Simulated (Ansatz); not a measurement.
# Sc on Ta(110): change of the work function, part 3 of 5

How does Sc on the shortbridge site change the work function of Ta(110) as the layer fills?

Ansatz 0.2.0; plane-wave DFT, PBE, Ansatz PAW (the session's first sound run).

So far, work function, upper face (eV): step 2 (the clean slab) 4.76; step 3 (17 atoms, coverage 0.25 ML, cell 2x2) 2.50.

**4. The covered slab, coverage 0.5 ML**

System of this step: Sc/Ta(110). The cell holds 18 atoms: 16 Ta and 2 Sc. Its edges and angles: a = 5.733 Å, b = 5.733 Å, c = 28.205 Å, α = 90.0°, β = 90.0°, γ = 70.5°. Vacuum lies along c.

Another coverage, to see how the dipoles act on each other as their distance changes.

input.yaml

```yaml
crystal:
  lattice:
    - [4.6810468914, -3.31, 0.0]
    - [4.6810468914, 3.31, 0.0]
    - [0.0, 0.0, 28.2045765936]
  atoms:
    - { symbol: Ta, position: [0.0, 0.0, 0.3190971497] }
    - { symbol: Ta, position: [0.25, 0.25, 0.4020809676] }
    - { symbol: Ta, position: [0.0, 0.0, 0.4852358835] }
    - { symbol: Ta, position: [0.25, 0.25, 0.5649765194] }
    - { symbol: Ta, position: [0.0, 0.5, 0.3190971497] }
    - { symbol: Ta, position: [0.25, 0.75, 0.4020809676] }
    - { symbol: Ta, position: [0.0, 0.5, 0.4852358835] }
    - { symbol: Ta, position: [0.25, 0.75, 0.5649765194] }
    - { symbol: Ta, position: [0.5, 0.0, 0.3190971497] }
    - { symbol: Ta, position: [0.75, 0.25, 0.4020809676] }
    - { symbol: Ta, position: [0.5, 0.0, 0.4852358835] }
    - { symbol: Ta, position: [0.75, 0.25, 0.5649765194] }
    - { symbol: Ta, position: [0.5, 0.5, 0.3190971497] }
    - { symbol: Ta, position: [0.75, 0.75, 0.4020809676] }
    - { symbol: Ta, position: [0.5, 0.5, 0.4852358835] }
    - { symbol: Ta, position: [0.75, 0.75, 0.5649765194] }
    - { symbol: Sc, position: [0.0, 0.25, 0.6809028503] }
    - { symbol: Sc, position: [0.5, 0.75, 0.6809028503] }
kpoints:
  mp_grid: { grid: [6, 6, 1] }
hamiltonian:
  xc: pbe
scf:
  occupations: { method: fermi_dirac, width: 0.1 }
  convergence: { dr2_threshold: 1.0e-08 }
efield:
  axis: 3
  dipole_correction: true
  ramp_position: 0.97
  ramp_width: 0.06
relax:
  f_tol: 0.02
  max_steps: 60
  constraints: [{ sites: [0, 1, 4, 5, 8, 9, 12, 13] }]
output:
  bader: true
  dos: { projected: true, e_range: [-8, 4] }
  write_potential: true
  write_density: true
  volumetric_format: npy
```

Command:

```
$ ansatz run input.yaml --threads 4 --pin off --max-ram 6144MiB --backend cpu --events-out ev --progress --plain --runs-dir out
```

Numbers of over 12 decimals in the logs are rounded to 6 here.

The log of the run:

```text
[...]
Crystal: 18 atoms, lattice volume = 874.018 Å³
Basis set: ecut = 420 eV, 17119 PW (Γ), exchange–correlation on 80×80×384 points (8 copies of the dense FFT grid, shifted against one another)
Bands: 138, of which v1, the nominal top of the filled ones, is band 115 counted from 1 (114 counted from 0)
Symmetry: 4 space group operations
[...]
k-points: 20 of 36
[...]
SCF iter   1: F=—  HF=-163176.883863 eV  |F-HF|=—  |Δ(HF+E_count)|=         —  Δρ=5.02e-3  dr2=5.48e0  ethr=1.77e-3  p=0.309 e·Å  D=6.41e-2 V/Å  ΔV_dip=-1.81 eV  dr2_dipole=2.98e0  V_vac-E_F(+/−)=3.23/5.04 eV  ⟨swp⟩=12.2  Hψ=14280  notcnv=0
[...]
SCF iter  10: F=-163176.771738 eV  HF=-163176.771738 eV  |F-HF|=2.30e-9  |Δ(HF+E_count)|=   2.43e-8  Δρ=4.01e-7  dr2=7.67e-9  ethr=4.35e-12  p=0.243 e·Å  D=5.03e-2 V/Å  ΔV_dip=-1.42 eV  dr2_dipole=1.03e-9  V_vac-E_F(+/−)=3.38/4.80 eV  ⟨swp⟩=11.9  Hψ=19752  notcnv=0
SCF 1 converged in 10 iterations: F = -163176.771738 eV  dr2 = 7.67e-9
[...]
relax step   1: F+E_penalty+E_count = -163176.77173792 eV  Δ(F+E_penalty+E_count) = +0.000e0 eV  max|allowed force component| = 1.318e0 eV/Å  Δτ_max = 0.0000 Å  (10 SCF iters, accepted)
[...]
SCF iter  11: F=-163177.522257 eV  HF=-163177.522257 eV  |F-HF|=4.39e-9  |Δ(HF+E_count)|=   1.73e-8  Δρ=4.42e-7  dr2=6.63e-9  ethr=4.35e-12  p=0.249 e·Å  D=5.15e-2 V/Å  ΔV_dip=-1.45 eV  dr2_dipole=1.99e-9  V_vac-E_F(+/−)=3.34/4.79 eV  ⟨swp⟩=11.6  Hψ=19241  notcnv=0
SCF 2 converged in 11 iterations: F = -163177.522257 eV  dr2 = 6.63e-9
[...]
relax step   2: F+E_penalty+E_count = -163177.52225739 eV  Δ(F+E_penalty+E_count) = -7.505e-1 eV  max|allowed force component| = 1.254e0 eV/Å  Δτ_max = 0.1949 Å  (11 SCF iters, accepted)
[...]
SCF iter  11: F=-163178.034625 eV  HF=-163178.034625 eV  |F-HF|=1.19e-9  |Δ(HF+E_count)|=   1.88e-8  Δρ=4.08e-7  dr2=4.66e-9  ethr=4.35e-12  p=0.263 e·Å  D=5.44e-2 V/Å  ΔV_dip=-1.53 eV  dr2_dipole=1.56e-9  V_vac-E_F(+/−)=3.25/4.79 eV  ⟨swp⟩=11.4  Hψ=19067  notcnv=0
SCF 3 converged in 11 iterations: F = -163178.034625 eV  dr2 = 4.66e-9
relax step   3: F+E_penalty+E_count = -163178.03462501 eV  Δ(F+E_penalty+E_count) = -5.124e-1 eV  max|allowed force component| = 9.896e-1 eV/Å  Δτ_max = 0.1941 Å  (11 SCF iters, accepted)
[...]
relax step   4: F+E_penalty+E_count = -163178.35240169 eV  Δ(F+E_penalty+E_count) = -3.178e-1 eV  max|allowed force component| = 5.389e-1 eV/Å  Δτ_max = 0.1950 Å  (11 SCF iters, accepted)
[...]
relax step   5: F+E_penalty+E_count = -163178.49703809 eV  Δ(F+E_penalty+E_count) = -1.446e-1 eV  max|allowed force component| = 1.981e-1 eV/Å  Δτ_max = 0.2000 Å  (11 SCF iters, accepted)
[...]
relax step   6: F+E_penalty+E_count = -163178.50974033 eV  Δ(F+E_penalty+E_count) = -1.270e-2 eV  max|allowed force component| = 2.055e-2 eV/Å  Δτ_max = 0.0635 Å  (10 SCF iters, accepted)
SCF iter   1: F=—  HF=-163178.510024 eV  |F-HF|=—  |Δ(HF+E_count)|=         —  Δρ=1.95e-4  dr2=5.08e-3  ethr=1.42e-5  p=0.303 e·Å  D=6.27e-2 V/Å  ΔV_dip=-1.77 eV  dr2_dipole=7.48e-4  V_vac-E_F(+/−)=3.01/4.78 eV  ⟨swp⟩=2.0  Hψ=3755  notcnv=0
[...]
SCF iter   7: F=-163178.509933 eV  HF=-163178.509933 eV  |F-HF|=5.53e-10  |Δ(HF+E_count)|=   7.71e-9  Δρ=3.92e-7  dr2=4.45e-9  ethr=4.35e-12  p=0.303 e·Å  D=6.27e-2 V/Å  ΔV_dip=-1.77 eV  dr2_dipole=2.84e-10  V_vac-E_F(+/−)=3.01/4.78 eV  ⟨swp⟩=11.5  Hψ=19692  notcnv=0
SCF 7 converged in 7 iterations: F = -163178.509933 eV  dr2 = 4.45e-9
relax step   7: F+E_penalty+E_count = -163178.50993344 eV  Δ(F+E_penalty+E_count) = -1.931e-4 eV  max|allowed force component| = 6.545e-4 eV/Å  Δτ_max = 0.0055 Å  (7 SCF iters, accepted)
[...]
SCF converged after 7 iterations
Free energy (F): -163178.509933 eV
[...]
Internal energy: -163177.651514 eV  (E = F + TS)
E sigma→0 (E₀):  -163178.080724 eV
Entropy (-TS):   -0.858419 eV (-47.690 meV/atom)
Fermi energy:    4.499442 eV
Dipole field:    D = 0.062665 V/Å  (p = 0.302679 e·Å, saw-weighted, corrected)
Work function:   Φ+ = 3.0100 eV   Φ− = 4.7775 eV
[...]
--- Forces (eV/Å), atoms counted from 1 ---
  atom   1  Ta     0.00090188     0.02322412     0.41177258
  atom   2  Ta     0.00157369     0.04518300    -0.41215428
  atom   3  Ta     0.00010559    -0.00032373    -0.00005059
  atom   4  Ta     0.00037688    -0.00003312     0.00065450
  atom   5  Ta    -0.00090188    -0.02322412     0.41177258
  atom   6  Ta    -0.00157369    -0.04518300    -0.41215428
  atom   7  Ta    -0.00010559     0.00032373    -0.00005059
  atom   8  Ta    -0.00037688     0.00003312     0.00065450
  atom   9  Ta    -0.00090188    -0.02322412     0.41177258
  atom  10  Ta    -0.00157369    -0.04518300    -0.41215428
  atom  11  Ta    -0.00010559     0.00032373    -0.00005059
  atom  12  Ta    -0.00037688     0.00003312     0.00065450
  atom  13  Ta     0.00090188     0.02322412     0.41177258
  atom  14  Ta     0.00157369     0.04518300    -0.41215428
  atom  15  Ta     0.00010559    -0.00032373    -0.00005059
  atom  16  Ta     0.00037688    -0.00003312     0.00065450
  atom  17  Sc    -0.00000000     0.00000000    -0.00043182
  atom  18  Sc    -0.00000000     0.00000000    -0.00043182
  max |Σ_I F_I| component: 2.52e-5 eV/Å
--- Band table (eV; the first three rows and the last of 20) ---
  k-point 0: bands = [... 111 lower, 4.7815, 4.7952, 4.8230, 4.8694, 4.9254, 4.9384, 5.0096, 5.2081, ... 19 higher]
  k-point 1: bands = [... 111 lower, 4.5834, 4.5887, 4.7327, 4.7382, 4.7522, 4.8661, 5.0112, 5.0299, ... 19 higher]
  k-point 2: bands = [... 111 lower, 4.2235, 4.2603, 4.3070, 4.4116, 4.4187, 4.4519, 4.4958, 4.4998, ... 19 higher]
  k-point 19: bands = [... 111 lower, 4.2871, 4.4615, 4.5767, 4.5898, 4.6426, 4.6725, 4.7879, 4.8198, ... 19 higher]
--- Relaxed structure (7 steps of the walk, 7 accepted, 0 SCFs on fresh bases) ---
  F+E_penalty+E_count = -163178.50993344 eV   max|allowed force component| = 6.545e-4 eV/Å
  atoms:
    - { symbol: Ta, position: [0.0, 0.0, 0.3190971497] }
    - { symbol: Ta, position: [0.25, 0.25, 0.4020809676] }
    - { symbol: Ta, position: [2.4423646710098593e-5, 0.000289544, 0.485202] }
    - { symbol: Ta, position: [0.252582, 0.244387, 0.566722] }
    - { symbol: Ta, position: [0.0, 0.5, 0.3190971497] }
    - { symbol: Ta, position: [0.250000, 0.75, 0.4020809676] }
    - { symbol: Ta, position: [-2.442364671009778e-5, 0.499710, 0.485202] }
    - { symbol: Ta, position: [0.247418, 0.755613, 0.566722] }
    - { symbol: Ta, position: [0.5, 0.0, 0.3190971497] }
    - { symbol: Ta, position: [0.75, 0.250000, 0.4020809676] }
    - { symbol: Ta, position: [0.499976, -0.000289544, 0.485202] }
    - { symbol: Ta, position: [0.747418, 0.255613, 0.566722] }
    - { symbol: Ta, position: [0.5, 0.5, 0.3190971497] }
    - { symbol: Ta, position: [0.75, 0.75, 0.4020809676] }
    - { symbol: Ta, position: [0.500024, 0.500290, 0.485202] }
    - { symbol: Ta, position: [0.752582, 0.744387, 0.566722] }
    - { symbol: Sc, position: [0.0, 0.25, 0.651051] }
    - { symbol: Sc, position: [0.5, 0.75, 0.651051] }
--- Bader charges: 18 sites ---
  site symbol  charge [e]  shift [e]
     0     Ta     -0.1021     0.0000
     1     Ta      0.1036     0.0000
     2     Ta      0.0664     0.0000
     3     Ta     -0.3574     0.0001
     4     Ta     -0.1021     0.0000
     5     Ta      0.1036     0.0000
     6     Ta      0.0664     0.0000
     7     Ta     -0.3574     0.0001
     8     Ta     -0.1021     0.0000
     9     Ta      0.1036     0.0000
    10     Ta      0.0664     0.0000
    11     Ta     -0.3574     0.0001
    12     Ta     -0.1021     0.0000
    13     Ta      0.1036     0.0000
    14     Ta      0.0664     0.0000
    15     Ta     -0.3574     0.0001
    16     Sc      0.5789     0.0003
    17     Sc      0.5789     0.0003
  estimated error of the sums over rays = 5.8e-4 e
```

Elapsed: 3.4 min, on 4 threads of AMD EPYC 9R45, shared host; peak memory 4 GiB; 13 min of CPU time.

Step by step:

```csv
step,energy less that of the first step (eV),largest force component (eV/Å)
1,0.0000,1.3176
2,-0.7505,1.2536
3,-1.2629,0.9896
4,-1.5807,0.5389
5,-1.7253,0.1981
6,-1.7380,0.0206
7,-1.7382,0.0007
```

The run keeps the 4 symmetry operations that it works with, so distortions that break them were not tested.

The atoms that moved most (Å):

```csv
atom,dx,dy,dz,length
Sc18,0.000,0.000,-0.842,0.842
Sc17,0.000,0.000,-0.842,0.842
Ta4,-0.014,-0.027,0.049,0.058
Ta12,0.014,0.027,0.049,0.058
Ta16,-0.014,-0.027,0.049,0.058
Ta8,0.014,0.027,0.049,0.058
```

The relaxed structure:

```cif
data_structure
_symmetry_space_group_name_H-M 'P 1'
_symmetry_Int_Tables_number 1
_cell_length_a 5.7331
_cell_length_b 5.7331
_cell_length_c 28.2046
_cell_angle_alpha 90.000
_cell_angle_beta 90.000
_cell_angle_gamma 70.529
_cell_volume 874.02
loop_
_atom_site_label
_atom_site_type_symbol
_atom_site_fract_x
_atom_site_fract_y
_atom_site_fract_z
_atom_site_occupancy
Ta1 Ta 0.00000 0.00000 0.31910 1
Ta2 Ta 0.25000 0.25000 0.40208 1
Ta3 Ta 0.00002 0.00029 0.48520 1
Ta4 Ta 0.25258 0.24439 0.56672 1
Ta5 Ta 0.00000 0.50000 0.31910 1
Ta6 Ta 0.25000 0.75000 0.40208 1
Ta7 Ta 0.99998 0.49971 0.48520 1
Ta8 Ta 0.24742 0.75561 0.56672 1
Ta9 Ta 0.50000 0.00000 0.31910 1
Ta10 Ta 0.75000 0.25000 0.40208 1
Ta11 Ta 0.49998 0.99971 0.48520 1
Ta12 Ta 0.74742 0.25561 0.56672 1
Ta13 Ta 0.50000 0.50000 0.31910 1
Ta14 Ta 0.75000 0.75000 0.40208 1
Ta15 Ta 0.50002 0.50029 0.48520 1
Ta16 Ta 0.75258 0.74439 0.56672 1
Sc17 Sc 0.00000 0.25000 0.65105 1
Sc18 Sc 0.50000 0.75000 0.65105 1
```

Numbers from this step:

```yaml
energy_at_zero_smearing: -163178.0807 eV
work_function_upper_face: 3.010 eV
work_function_lower_face: 4.777 eV
dipole_along_the_normal: 0.3027 e·Å
step_between_the_vacuum_levels: -1.767 eV
```

Running mean over 2.341 Å of the planar mean; the ramp of the sawtooth is left out. Electron's electrostatic potential energy less the Fermi level against z:

```csv
z (Å),electron's electrostatic potential energy less the Fermi level (eV)
4,4.78
5,4.76
6,4.59
7,2.93
8,-5.20
9,-10.1
10,-10.0
11,-9.99
12,-9.97
13,-9.98
14,-10.2
15,-10.4
16,-10.1
17,-7.08
18,-3.22
19,-2.34
20,1.19
21,2.69
22,2.96
23,3.00
24,3.01
25,3.01
```

The density of states has structure finer than the step of the table below, so its rows give means over 0.5 eV, whole bins alone (the curve runs from -8 to 1.65 eV). Peaks (eV: height): -1.62: 26.8, -1.56: 30.9, -1.29: 36.8, -1.08: 43.0, -0.81: 31.9, -0.39: 43.7, 0.27: 33.0.

The density of states by energy, zero at the Fermi level; means over each step:

```csv
energy (eV),density of states (states/eV a cell)
-7.5,0.372
-7.0,0.873
-6.5,1.13
-6.0,2.22
-5.5,2.22
-5.0,3.63
-4.5,5.25
-4.0,10.1
-3.5,10.9
-3.0,17.3
-2.5,13.5
-2.0,10.4
-1.5,26.2
-1.0,26.7
-0.5,28.8
0.0,26.4
0.5,19.5
1.0,15.3
```

Projected DOS per atom over height of the atomic layer and energy from the Fermi level. Layers: Ta4 Ta4 Ta4 Ta4 Sc2 from below.

Ten even steps from '_' (0.00 states/eV) to '@' (3.06 states/eV), each cell a mean:
```
::......%%
::......**
::....::@@
==------@@
**====++++
++==--==::
**++++==..
----==++::
......::::
::::::--::
--------__
::::::::__
..::::..__
........__
__________
__________
__________
__________
__________
__________
__________
__________
```
Columns: height of the atomic layer (Å) from 9 to 18.4; rows upwards: energy from the Fermi level (eV) from -7.96 to 1.65.

The relaxation took 7 steps and lowered the energy by 1.7 eV; the largest force on the free atoms ends at 6.5e-4 eV/Å.

The covered face has 3.01 eV, -1.75 eV against the clean one; the bare back face has moved by -0.04 eV, a measure of how thin the slab is.

**5. Work function against coverage**

This step: plane-wave DFT, PBE, Ansatz PAW; work function against coverage (Ansatz 0.2.0).

The runs are now put side by side.

This step gave:

| Item | Value |
| --- | --- |
| work function of the clean face | 4.763 eV |
| largest change of the work function | -2.264 eV |

Table of work function of the covered face by coverage:

```csv
coverage (adsorbates/nm²),work function of the covered face (eV)
0.00,4.76
3.23,2.50
6.45,3.01
```

The dipole per adsorbate comes from the change of the cell's dipole. Coverage, by row:

```csv
coverage (1/nm²),coverage (ML),work function (eV),change (eV),"dipole per adsorbate, positive end outwards (debye)",mean height of the added atoms over the highest substrate atom (Å)
3.227,0.25,2.499,-2.264,1.826,2.144
6.454,0.5,3.01,-1.753,0.704,2.378
```

**6. The 0.25 ML cell at another level of theory**

This step: plane-wave DFT, PBE, JTH PAW (Ansatz 0.2.0).

System of this step: Sc/Ta(110). The cell holds 17 atoms: 16 Ta and 1 Sc. Cell: a = 5.733 Å, b = 5.733 Å, c = 28.205 Å, α = 90.0°, β = 90.0°, γ = 70.5°. Vacuum lies along c.

The geometry is kept and the functional is PBE; other changes against the main runs: JTH PAW files and cutoff 420 → n/a.

input.yaml

```yaml
crystal:
  lattice:
    - [4.6810468914, -3.31, 0.0]
    - [4.6810468914, 3.31, 0.0]
    - [0.0, 0.0, 28.2045765936]
  atoms:
    - { symbol: Ta, position: [0.0, 0.0, 0.3190971497] }
    - { symbol: Ta, position: [0.25, 0.25, 0.4020809676] }
    - { symbol: Ta, position: [0.002847691, -0.0029768358, 0.4848647954] }
    - { symbol: Ta, position: [0.2503074604, 0.2511994518, 0.563740738] }
    - { symbol: Ta, position: [0.0, 0.5, 0.3190971497] }
    - { symbol: Ta, position: [0.25, 0.75, 0.4020809676] }
    - { symbol: Ta, position: [-0.002847691, 0.5029768358, 0.4848647954] }
    - { symbol: Ta, position: [0.2466628611, 0.7558937806, 0.5696033432] }
    - { symbol: Ta, position: [0.5, 0.0, 0.3190971497] }
    - { symbol: Ta, position: [0.75, 0.25, 0.4020809676] }
    - { symbol: Ta, position: [0.5029767217, -0.0029042975, 0.4851815128] }
    - { symbol: Ta, position: [0.7496925396, 0.2488005482, 0.563740738] }
    - { symbol: Ta, position: [0.5, 0.5, 0.3190971497] }
    - { symbol: Ta, position: [0.75, 0.75, 0.4020809676] }
    - { symbol: Ta, position: [0.4970232783, 0.5029042975, 0.4851815128] }
    - { symbol: Ta, position: [0.7533371389, 0.7441062194, 0.5696033432] }
    - { symbol: Sc, position: [0.0, 0.25, 0.6456075831] }
kpoints:
  mp_grid: { grid: [6, 6, 1] }
hamiltonian:
  xc: pbe
  pseudopotentials: { kind: paw, source: jth }
scf:
  occupations: { method: fermi_dirac, width: 0.1 }
  convergence: { dr2_threshold: 1.0e-08 }
efield:
  axis: 3
  dipole_correction: true
  ramp_position: 0.97
  ramp_width: 0.06
output:
  write_potential: true
  write_density: true
  volumetric_format: npy
```

The log of the run:

```text
Warning: <dir> the checks of this Ta dataset prove no rule for summing its radial tables, as where they were carried onto another mesh than they were made on, and Gregory's rule is taken, under which a leading mesh point left out moves its sums only by what lay on the interval it spanned. That does not make them correct, and they differ from Quantum ESPRESSO's on this file; a re-export a fraction of a mesh step off can move them. hamiltonian.pseudopotentials.radial_quadrature: simpson_from_first_knot sums it by `pw.x`'s rule; on a PAW file no value gives `pw.x`'s numbers. What more to know: hamiltonian.pseudopotentials.radial_quadrature, in the input reference
Warning: <dir> the checks of this Sc dataset prove no rule for summing its radial tables, as where they were carried onto another mesh than they were made on, and Gregory's rule is taken, under which a leading mesh point left out moves its sums only by what lay on the interval it spanned. That does not make them correct, and they differ from Quantum ESPRESSO's on this file; a re-export a fraction of a mesh step off can move them. hamiltonian.pseudopotentials.radial_quadrature: simpson_from_first_knot sums it by `pw.x`'s rule; on a PAW file no value gives `pw.x`'s numbers. What more to know: hamiltonian.pseudopotentials.radial_quadrature, in the input reference
Warning: basis.ecutrho_ratio 4 (ecutrho = 5400 eV, dense FFT grid 72×72×360): the grid does not resolve the core-correction charge of Ta (measure 0.11 e/Å^2.5); warned from 0.08. The energy and each atom's force then go with where the atoms sit on the grid: [figures from the program's tests cut] If this deck is also warned that a cutoff or its ratio is below what is recommended, mend that before anything below. First try basis.xc_grid, which is 1 on this run (the dense grid itself), where it is not refused (2, then 3). Above 1 the core-correction charge is laid on the exchange–correlation grid, and this warning is never given, whether or not the level is enough: [rest of the remark cut]
Engine: ansatz 0.2.0, x86_64-unknown-linux-gnu
Pseudopotentials: kind: paw
Pseudopotential: Ta, paw, valence charge 13, recommended cutoff 1290 eV (normal), Ta.paw.azcp
Pseudopotential: Sc, paw, valence charge 11, recommended cutoff 1350 eV (normal), Sc.paw.azcp
Functional definition: PBE
  parameter kappa = 0.804
  parameter beta = 0.066725
  exchange = pbe_x(kappa = kappa, mu = beta*pi^2/3)
  correlation = pbe_c(beta = beta)
name one with --spill-dir DIR, on a local disk that has 1.94 GiB free on top of a fifth of its size, which is kept free (a 1 TiB disk: 206.74 GiB free)
with nothing else changed it takes a maximum of at least 6.84 GiB, with nothing to spare, and 7.52 GiB leaves up to a tenth: --max-ram 7.52GiB where that set the maximum, else more of the term that did, and with no share typed, where 7.52 GiB is over 0.88 of the host's memory or its container's limit, a share of 0.88 or more that holds the maximum too (--max-ram-frac F), where one does; The budget is ten elevenths of [...]
```

Run time: 1.1 s. Hardware: 4 threads; peak memory 0.61 GiB.

The program refused the input before any cycle.

(Continued in part 4 of 5.)

[Logs are printed without paths, hosts, clocks, repeated set-up lines and the standing remarks that a program may print on its own settings, such as how far it seeks lower states.]

[Hosts, paths, dates, database ids (printed as entryN), source tags and the programs' standing remarks are cut or masked in the printed files.]

[Maps of the electrostatic potential energy from Ansatz leave out the sawtooth potential of an applied field or a dipole correction, so their vacuum need not be flat; planar profiles and work functions include it.]

[The density of states shown here was stored with 400 of the rows of the run's finer table, so its peaks can read low, often by over a quarter, or be missed, and its means over a window can be off by a tenth or more.]
